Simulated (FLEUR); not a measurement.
# LaBRh3: parallel and opposed starts

Does LaBRh3 prefer parallel or opposed moments?

Method: LDA (VWN); all-electron FLAPW, Dirac cores, scalar-relativistic bands, in FLEUR MaX-R8.1.

### 1. The structure

It takes space group Pm-3m (No. 221, cubic). Conventional cell: a = 4.242 Å, b = 4.242 Å, c = 4.242 Å, α = 90.00°, β = 90.00°, γ = 90.00°. La has 12 Rh at 3.00 Å and 8 B at 3.67 Å nearest. B has 6 Rh at 2.12 Å and 8 La at 3.67 Å nearest. Rh has 2 B at 2.12 Å and 8 Rh at 3.00 Å and 4 La at 3.00 Å nearest. Farther neighbours are not listed.

Structure file:

```
La B Rh
1.0
     4.24200    0.00000    0.00000
     0.00000    4.24200    0.00000
     0.00000    0.00000    4.24200
La B Rh
1 1 3
Direct
  0.00000 0.00000 0.00000
  0.50000 0.50000 0.50000
  0.00000 0.50000 0.50000
  0.50000 0.00000 0.50000
  0.50000 0.50000 0.00000
```

### 2. Start 1: ferro +++

The parallel start comes first: it shows whether parallel moments hold.

inpgen writes inp.xml from crystal.txt; cutoffs, mixing, functional, smearing and local orbitals are then set in the file. The k list default-1 (kpts.xml, not shown) is a Γ-centred 6×6×6 mesh; where the ranks do not divide the number of points, some are split in two of half the weight.

inp.xml

```
<?xml version="1.0" encoding="UTF-8" standalone="no"?>
<fleurInput fleurInputVersion="0.39">
   <comment>
      LaBRh3
   </comment>
   <calculationSetup>
      <cutoffs Kmax="4.26" Gmax="12.8" GmaxXC="12.8" numbands="0"/>
      <scfLoop itmax="90" minDistance="0.00002" maxIterBroyd="15" imix="Anderson" alpha="0.05" precondParam="0.0" spinf="2.0" sdNocoIR="T"/>
      <coreElectrons ctail="T" frcor="F" kcrel="0" coretail_lmax="0"/>
      <xcFunctional name="vwn" relativisticCorrections="F"/>
      <magnetism jspins="2"/>
      <soc l_soc="F" theta="0.0" phi="0.0" spav="F"/>
      <expertModes spex="0" secvar="F"/>
      <geometryOptimization l_f="F" forcealpha="1.0" forcemix="BFGS" epsdisp="0.00001" epsforce="0.00001"/>
      <ldaU l_linMix="F" mixParam="0.05" spinf="1.0"/>
   </calculationSetup>
   <cell>
      <bzIntegration valenceElectrons="59.0" mode="hist" fermiSmearingEnergy="0.00293995">
         <kPointListSelection listName="default-1"/>
         <xi:include xmlns:xi="http://www.w3.org/2001/XInclude" href="kpts.xml"> </xi:include>
      </bzIntegration>
      <xi:include xmlns:xi="http://www.w3.org/2001/XInclude" href="sym.xml"> </xi:include>
      <bulkLattice scale="1.0">
         <bravaisMatrix>
            <row-1>    8.0162182205531991     0.0000000000000000     0.0000000000000000</row-1>
            <row-2>    0.0000000000000000     8.0162182205531991     0.0000000000000000</row-2>
            <row-3>    0.0000000000000000     0.0000000000000000     8.0162182205531991</row-3>
         </bravaisMatrix>
      </bulkLattice>
   </cell>
   <atomSpecies>
      <species name="Lanthanum (La)" element="La" atomicNumber="57">
         <mtSphere radius="2.8" gridPoints="925" logIncrement="0.014"/>
         <atomicCutoffs lmax="10" lnonsphr="8"/>
         <electronConfig flipSpins="F">
            <coreConfig>(1s1/2) (2s1/2) (2p1/2) (2p3/2) (3s1/2) (3p1/2) (3p3/2) (4s1/2) (3d3/2) (3d5/2) (4p1/2) (4p3/2) (4d3/2) (4d5/2)</coreConfig>
            <valenceConfig>(5s1/2) (5p1/2) (5p3/2) (6s1/2) (5d3/2) (5d5/2)</valenceConfig>
            <stateOccupation state="(5d3/2)" spinUp="0.200000" spinDown="0.200000"/>
            <stateOccupation state="(5d5/2)" spinUp="0.300000" spinDown="0.300000"/>
         </electronConfig>
         <energyParameters s="6" p="6" d="5" f="4"/>
         <lo type="SCLO" l="0" n="5" eDeriv="0"/>
         <lo type="SCLO" l="1" n="5" eDeriv="0"/>
      </species>
      <species name="Boron (B)" element="B" atomicNumber="5">
         <mtSphere radius="1.41" gridPoints="467" logIncrement="0.022"/>
         <atomicCutoffs lmax="6" lnonsphr="4"/>
         <electronConfig flipSpins="F">
            <coreConfig>(1s1/2)</coreConfig>
            <valenceConfig>(2s1/2) (2p1/2) (2p3/2)</valenceConfig>
            <stateOccupation state="(2p1/2)" spinUp="0.166667" spinDown="0.166667"/>
            <stateOccupation state="(2p3/2)" spinUp="0.333333" spinDown="0.333333"/>
         </electronConfig>
         <energyParameters s="2" p="2" d="3" f="4"/>
      </species>
      <species name="Rhodium (R1.002" element="Rh" atomicNumber="45">
         <mtSphere radius="2.5" gridPoints="827" logIncrement="0.015"/>
         <atomicCutoffs lmax="10" lnonsphr="8"/>
         <electronConfig flipSpins="F">
            <coreConfig>(1s1/2) (2s1/2) (2p1/2) (2p3/2) (3s1/2) (3p1/2) (3p3/2) (4s1/2) (3d3/2) (3d5/2)</coreConfig>
            <valenceConfig>(4p1/2) (4p3/2) (5s1/2) (4d3/2) (4d5/2)</valenceConfig>
            <stateOccupation state="(5s1/2)" spinUp="0.5" spinDown="0.5"/>
            <stateOccupation state="(4d3/2)" spinUp="1.6" spinDown="1.6"/>
            <stateOccupation state="(4d5/2)" spinUp="2.901" spinDown="1.899"/>
         </electronConfig>
         <energyParameters s="5" p="5" d="4" f="4"/>
         <lo type="SCLO" l="1" n="4" eDeriv="0"/>
      </species>
   </atomSpecies>
   <atomGroups>
      <atomGroup species="Lanthanum (La)">
         <relPos label="                   1">.0000000000 .0000000000 .0000000000</relPos>
         <force calculate="T" relaxXYZ="TTT"/>
      </atomGroup>
      <atomGroup species="Boron (B)">
         <relPos label="                   2">1.000/2.000 1.000/2.000 1.000/2.000</relPos>
         <force calculate="T" relaxXYZ="TTT"/>
      </atomGroup>
      <atomGroup species="Rhodium (R1.002">
         <relPos label="                   3">.0000000000 1.000/2.000 1.000/2.000</relPos>
         <relPos label="                   4">1.000/2.000 .0000000000 1.000/2.000</relPos>
         <relPos label="                   5">1.000/2.000 1.000/2.000 .0000000000</relPos>
         <force calculate="T" relaxXYZ="TTT"/>
      </atomGroup>
   </atomGroups>
   <output dos="F" band="F" slice="F">
      <bandDOS minEnergy="-.5*Htr" maxEnergy="0.5*Htr" sigma="0.015" storeEVData="T"/>
      <plotting iplot="0" polar="F">
         <plot TwoD="T" vec1="  1.0  0.0  0.0" vec2="  0.0  1.0  0.0" vec3="  0.0  0.0  1.0" zero="  0.0  0.0  0.0" file="plot"/>
      </plotting>
      <moessbauerParams electricFieldGradient="F" isomerShift="F" coreHyperfine="F" valenceHyperfine="F"/>
   </output>
</fleurInput>
```

crystal.txt

```
LaBRh3
&input film=F cartesian=F /
4.24200000000  0.00000000000  0.00000000000
0.00000000000  4.24200000000  0.00000000000
0.00000000000  0.00000000000  4.24200000000
1.8897261246
1.0 1.0 1.0

5
57 0.00000000000  0.00000000000  0.00000000000
5 0.50000000000  0.50000000000  0.50000000000
45 0.00000000000  0.50000000000  0.50000000000 : 1.002
45 0.50000000000  0.00000000000  0.50000000000 : 1.002
45 0.50000000000  0.50000000000  0.00000000000 : 1.002

&kpt div1=6 div2=6 div3=6 gamma=T /
```

Run with:

```sh
> OMP_NUM_THREADS=1 inpgen -f crystal.txt > inpgen.log  # inp.xml is then edited as shown
> OMP_NUM_THREADS=1 mpirun -n 4 fleur_MPI > fleur.log
```

The program printed:

```text
Welcome to FLEUR        (www.flapw.de)
      MaX-Release 8.1          (www.max-centre.eu)

 ========== k-point set info ==========
 Selected k-point list: default-1
 k-point list type: mesh
 6 x 6 x 6
 Number of k points: 20

 ------------Calculation Setup---------------------------
 Number of MPI-tasks      :            4
 Number of PE/node        :            4
 Number of OMP-threads    :            1
 k-points in parallel     :            4
 pe's per k-point         :            1
 No of k-point loops      :            5
 Eigenvalue solver        :       lapack
 Number of basis functions:          721
 Approximate size of matrices (H+S) per k-point:         0.008 GB
 --------------------------------------------------------
 Iteration:     1   Distance:      20.49001425 me/bohr^3
 Iteration:     2   Distance:      16.27938587 me/bohr^3
 Iteration:     3   Distance:       7.21265878 me/bohr^3
 Iteration:     4   Distance:       5.49060317 me/bohr^3
 Iteration:     5   Distance:       3.37166298 me/bohr^3
 Iteration:     6   Distance:       1.71784005 me/bohr^3
 Iteration:     7   Distance:       1.96126300 me/bohr^3
 Iteration:     8   Distance:       1.03092722 me/bohr^3
 Iteration:     9   Distance:       1.03793345 me/bohr^3
 Iteration:    10   Distance:       0.45915836 me/bohr^3
 Iteration:    11   Distance:       0.43034243 me/bohr^3
 Iteration:    12   Distance:       0.28468886 me/bohr^3
 Iteration:    13   Distance:       0.06930546 me/bohr^3
 Iteration:    14   Distance:       0.02269551 me/bohr^3
 Iteration:    15   Distance:       0.01678927 me/bohr^3
 Iteration:    16   Distance:       0.01642495 me/bohr^3
 Iteration:    17   Distance:       0.00807450 me/bohr^3
 Iteration:    18   Distance:       0.00417732 me/bohr^3
 Iteration:    19   Distance:       0.00175995 me/bohr^3
 Iteration:    20   Distance:       0.00077292 me/bohr^3
 Iteration:    21   Distance:       0.00056810 me/bohr^3
 Iteration:    22   Distance:       0.00017934 me/bohr^3
 Iteration:    23   Distance:       0.00005825 me/bohr^3
 Iteration:    24   Distance:       0.00002672 me/bohr^3
 Iteration:    25   Distance:       0.00001590 me/bohr^3

 ********************************************************************
 Run finished successfully
 Stop message:
   all done
 ********************************************************************

--- out.xml (last complete iteration) ---
<iteration numberForCurrentRun="   25" overallNumber="   25">
         [... left out ...]
         <bandgap value="0.0000006438" units="eV"/>
         <sumValenceSingleParticleEnergies value="-12.2221228879" units="Htr"/>
         <FermiEnergy value="0.4587365313" units="Htr"/>
         <valenceDensity>
            <mtCharges spin="1">
               <mtCharge atomType="1" total="4.4359516" s="1.0526435" p="2.8238921" d="0.4255234" f="0.1229048"/>
               <mtCharge atomType="2" total="0.5506955" s="0.2083895" p="0.3304275" d="0.0105162" f="0.0011830"/>
               <mtCharge atomType="3" total="6.9855094" s="0.1887823" p="3.1582791" d="3.6131461" f="0.0197608"/>
            </mtCharges>
            <mtCharges spin="2">
               <mtCharge atomType="1" total="4.4359517" s="1.0526435" p="2.8238921" d="0.4255235" f="0.1229048"/>
               <mtCharge atomType="2" total="0.5506953" s="0.2083894" p="0.3304273" d="0.0105162" f="0.0011830"/>
               <mtCharge atomType="3" total="6.9855090" s="0.1887823" p="3.1582792" d="3.6131457" f="0.0197608"/>
            </mtCharges>
            <spinDependentCharge spin="1" total="29.5000005" interstitial="3.5568253" mtSpheres="25.9431753"/>
            <spinDependentCharge spin="2" total="29.4999995" interstitial="3.5568255" mtSpheres="25.9431740"/>
            <totalCharge value="59.0000000000"/>
         </valenceDensity>
         [... left out ...]
         <allElectronCharges>
            <spinDependentCharge spin="1" total="98.5000005" interstitial="3.5601935" mtSpheres="94.9398070"/>
            <spinDependentCharge spin="2" total="98.4999994" interstitial="3.5601937" mtSpheres="94.9398058"/>
            <totalCharge value="196.9999999297"/>
         </allElectronCharges>
         <magneticMomentsInMTSpheres units="muBohr">
            <globalMagMoment atomType="1" vec="0.00000   0.00000   0.00000"/>
            <localMagMoment atomType="1" vec="0.00000   0.00000   0.00000"/>
            <globalMagMoment atomType="2" vec="0.00000   0.00000   0.00000"/>
            <localMagMoment atomType="2" vec="0.00000   0.00000   0.00000"/>
            <globalMagMoment atomType="3" vec="0.00000   0.00000   0.00000"/>
            <localMagMoment atomType="3" vec="0.00000   0.00000   0.00000"/>
         </magneticMomentsInMTSpheres>
         <moessbauerParams unitsHFF="kG" unitsIS="e/bohr^3" unitsEFG="Htr/bohr^2">
         </moessbauerParams>
         <totalEnergy value="   -22858.2131437881" units="Htr">
            <sumOfEigenvalues value="   -13779.2031682653">
               <coreElectrons value="-13766.9810453774"/>
               <valenceElectrons value="-12.2221228879"/>
            </sumOfEigenvalues>
            <densityCoulombPotentialIntegral value="-37032.9242504147"/>
            <densityEffectivePotentialIntegral value="-37834.8609213906"/>
            <chargeDenXCDenIntegral value="-604.8093149061"/>
            <FockExchangeEnergyValence value="0.0000000000"/>
            <FockExchangeEnergyCore value="0.0000000000"/>
            <atomTypeDependentContributions atomType="1">
               <electronNucleiInteractionDifferentMTs value="10320.6984211711"/>
               <MadelungTerm value="-33.4956192077"/>
            </atomTypeDependentContributions>
            <atomTypeDependentContributions atomType="2">
               <electronNucleiInteractionDifferentMTs value="26.3294974939"/>
               <MadelungTerm value="-3.6684088738"/>
            </atomTypeDependentContributions>
            <atomTypeDependentContributions atomType="3">
               <electronNucleiInteractionDifferentMTs value="17349.7787324351"/>
               <MadelungTerm value="-58.6287776183"/>
            </atomTypeDependentContributions>
            <tkbTimesEntropy value="0.0026078739"/>
            <freeEnergy value="-22858.2157516620"/>
            <extrapolationTo0K value="-22858.2144477250"/>
         </totalEnergy>
         <densityConvergence units="me/bohr^3">
            <chargeDensity spin="1" distance="0.0000091619"/>
            <chargeDensity spin="2" distance="0.0000099722"/>
            <overallChargeDensity distance="0.0000106741"/>
            <spinDensity distance="0.0000159007"/>
         </densityConvergence>
      </iteration>
```

The job ended after 38 s (4 MPI ranks of AMD EPYC 9R45, shared host; peak memory 0.37 GiB; 2.5 min of CPU time).

The spin moment in the muffin-tin sphere vanishes on all atoms.

Numbers from this step:

```yaml
free_energy: -622003.7377 eV
program_s_band_gap_on_this_mesh_in_a_metal_only_a_level_spacing: 6.44e-7 eV
final_state: non-magnetic
```

After 25 cycles the seed has died away: no moment is left.

### 3. Start 2: ferri ++-

Reversing part of the moments tests the sign of the couplings between them.

inp.xml, as its differences from that of step 2:

```diff
@@ -68,2 +68,15 @@
       </species>
+      <species name="Rhodium (R-1.002" element="Rh" atomicNumber="45">
+         <mtSphere radius="2.5" gridPoints="827" logIncrement="0.015"/>
+         <atomicCutoffs lmax="10" lnonsphr="8"/>
+         <electronConfig flipSpins="F">
+            <coreConfig>(1s1/2) (2s1/2) (2p1/2) (2p3/2) (3s1/2) (3p1/2) (3p3/2) (4s1/2) (3d3/2) (3d5/2)</coreConfig>
+            <valenceConfig>(4p1/2) (4p3/2) (5s1/2) (4d3/2) (4d5/2)</valenceConfig>
+            <stateOccupation state="(5s1/2)" spinUp="0.5" spinDown="0.5"/>
+            <stateOccupation state="(4d3/2)" spinUp="1.6" spinDown="1.6"/>
+            <stateOccupation state="(4d5/2)" spinUp="1.899" spinDown="2.901"/>
+         </electronConfig>
+         <energyParameters s="5" p="5" d="4" f="4"/>
+         <lo type="SCLO" l="1" n="4" eDeriv="0"/>
+      </species>
    </atomSpecies>
@@ -81,2 +94,5 @@
          <relPos label="                   4">1.000/2.000 .0000000000 1.000/2.000</relPos>
+         <force calculate="T" relaxXYZ="TTT"/>
+      </atomGroup>
+      <atomGroup species="Rhodium (R-1.002">
          <relPos label="                   5">1.000/2.000 1.000/2.000 .0000000000</relPos>
```

crystal.txt, as its differences from that of step 2:

```diff
@@ -13,3 +13,3 @@
 45 0.50000000000  0.00000000000  0.50000000000 : 1.002
-45 0.50000000000  0.50000000000  0.00000000000 : 1.002
+45 0.50000000000  0.50000000000  0.00000000000 : -1.002
```

The program printed:

```text
[banner, memory and clock lines left out]
Welcome to FLEUR        (www.flapw.de)
      MaX-Release 8.1          (www.max-centre.eu)

 ========== k-point set info ==========
 Selected k-point list: default-1
 k-point list type: mesh
 6 x 6 x 6
 Number of k points: 40

 ------------Calculation Setup---------------------------
 Number of PE/node        :            4
 Number of OMP-threads    :            1
 k-points in parallel     :            4
 pe's per k-point         :            1
 No of k-point loops      :           10
 Eigenvalue solver        :       lapack
 Number of basis functions:          721
 Approximate size of matrices (H+S) per k-point:         0.008 GB
 Iteration:     1   Distance:      20.53897543 me/bohr^3
 Iteration:     2   Distance:      16.32517708 me/bohr^3
 Iteration:     3   Distance:       8.16251957 me/bohr^3
 Iteration:     4   Distance:       6.20000209 me/bohr^3
 Iteration:     5   Distance:       3.54216722 me/bohr^3
 Iteration:     6   Distance:       1.59262974 me/bohr^3
 Iteration:     7   Distance:       1.42877892 me/bohr^3
 Iteration:     8   Distance:       1.07777462 me/bohr^3
 Iteration:     9   Distance:       0.55674237 me/bohr^3
 Iteration:    10   Distance:       0.51524435 me/bohr^3
 Iteration:    11   Distance:       0.22822999 me/bohr^3
 Iteration:    12   Distance:       0.22194612 me/bohr^3
 Iteration:    13   Distance:       0.10656864 me/bohr^3
 Iteration:    14   Distance:       0.12530935 me/bohr^3
 Iteration:    15   Distance:       0.02292010 me/bohr^3
 Iteration:    16   Distance:       0.02227367 me/bohr^3
 Iteration:    17   Distance:       0.01798752 me/bohr^3
 Iteration:    18   Distance:       0.01235795 me/bohr^3
 Iteration:    19   Distance:       0.00713375 me/bohr^3
 Iteration:    20   Distance:       0.00474695 me/bohr^3
 Iteration:    21   Distance:       0.00277359 me/bohr^3
 Iteration:    22   Distance:       0.00230993 me/bohr^3
 Iteration:    23   Distance:       0.00091583 me/bohr^3
 Iteration:    24   Distance:       0.00023174 me/bohr^3
 Iteration:    25   Distance:       0.00026752 me/bohr^3
 Iteration:    26   Distance:       0.00006413 me/bohr^3
 Iteration:    27   Distance:       0.00000901 me/bohr^3

 ********************************************************************
 Run finished successfully
 Stop message:
   all done
 ********************************************************************

--- out.xml (last complete iteration) ---
<iteration numberForCurrentRun="   27" overallNumber="   27">
         [... left out ...]
         <bandgap value="0.0000001512" units="eV"/>
         <sumValenceSingleParticleEnergies value="-12.2221213547" units="Htr"/>
         <FermiEnergy value="0.4587365564" units="Htr"/>
         <valenceDensity>
            <mtCharges spin="1">
               <mtCharge atomType="1" total="4.4359516" s="1.0526435" p="2.8238921" d="0.4255235" f="0.1229048"/>
               <mtCharge atomType="2" total="0.5506953" s="0.2083895" p="0.3304274" d="0.0105162" f="0.0011830"/>
               <mtCharge atomType="3" total="6.9855094" s="0.1887823" p="3.1582792" d="3.6131460" f="0.0197608"/>
               <mtCharge atomType="4" total="6.9855089" s="0.1887822" p="3.1582791" d="3.6131456" f="0.0197608"/>
            </mtCharges>
            <mtCharges spin="2">
               <mtCharge atomType="1" total="4.4359516" s="1.0526435" p="2.8238921" d="0.4255235" f="0.1229048"/>
               <mtCharge atomType="2" total="0.5506954" s="0.2083895" p="0.3304274" d="0.0105162" f="0.0011830"/>
               <mtCharge atomType="3" total="6.9855092" s="0.1887823" p="3.1582792" d="3.6131458" f="0.0197608"/>
               <mtCharge atomType="4" total="6.9855091" s="0.1887823" p="3.1582791" d="3.6131457" f="0.0197608"/>
            </mtCharges>
            <spinDependentCharge spin="1" total="29.5000001" interstitial="3.5568255" mtSpheres="25.9431746"/>
            <spinDependentCharge spin="2" total="29.4999999" interstitial="3.5568255" mtSpheres="25.9431744"/>
            <totalCharge value="59.0000000000"/>
         </valenceDensity>
         [... left out ...]
         <magneticMomentsInMTSpheres units="muBohr">
            <globalMagMoment atomType="1" vec="0.00000   0.00000   0.00000"/>
            <localMagMoment atomType="1" vec="0.00000   0.00000   0.00000"/>
            <globalMagMoment atomType="2" vec="0.00000   0.00000   0.00000"/>
            <localMagMoment atomType="2" vec="0.00000   0.00000   0.00000"/>
            <globalMagMoment atomType="3" vec="0.00000   0.00000   0.00000"/>
            <localMagMoment atomType="3" vec="0.00000   0.00000   0.00000"/>
            <globalMagMoment atomType="4" vec="0.00000   0.00000   0.00000"/>
            <localMagMoment atomType="4" vec="0.00000   0.00000   0.00000"/>
         </magneticMomentsInMTSpheres>
         [... left out ...]
         <totalEnergy value="   -22858.2131437800" units="Htr">
            <sumOfEigenvalues value="   -13779.2031592919">
               <coreElectrons value="-13766.9810379372"/>
               <valenceElectrons value="-12.2221213547"/>
            </sumOfEigenvalues>
            <densityCoulombPotentialIntegral value="-37032.9242362078"/>
            <densityEffectivePotentialIntegral value="-37834.8609074475"/>
            <chargeDenXCDenIntegral value="-604.8093151060"/>
            <FockExchangeEnergyValence value="0.0000000000"/>
            <FockExchangeEnergyCore value="0.0000000000"/>
         [... left out ...]
            <tkbTimesEntropy value="0.0026078737"/>
            <freeEnergy value="-22858.2157516538"/>
            <extrapolationTo0K value="-22858.2144477169"/>
         </totalEnergy>
         <densityConvergence units="me/bohr^3">
            <chargeDensity spin="1" distance="0.0000048477"/>
            <chargeDensity spin="2" distance="0.0000068590"/>
            <overallChargeDensity distance="0.0000077365"/>
            <spinDensity distance="0.0000090133"/>
         </densityConvergence>
      </iteration>
```

Elapsed: 78 s, on 4 MPI ranks; peak memory 0.44 GiB; 5.2 min of CPU time.

The spin moment in the muffin-tin sphere vanishes on all atoms.

Read from the output:

```
free energy                                                       : -622003.7377 eV
program's band gap on this mesh (in a metal only a level spacing) : 1.51e-7 eV
final state                                                       : non-magnetic
```

It ends in the same state without moments as the first start; the 7.4e-5 meV a seeded atom between them is numerical noise.

[end of part 1 of 2]

[Logs and program files are shortened in this print: banners, set-up blocks, solver, clock and traceback lines can be left out without a mark of their own.]

[Logs are printed without paths, hosts, clocks, repeated set-up lines and the standing remarks that a program may print on its own settings, such as how far it seeks lower states.]

[Hosts, paths, dates, database ids (printed as entryN), source tags and the programs' standing remarks are cut or masked in the printed files.]

[Where a cell is said to come from a database of computed structures, the database is the Materials Project.]
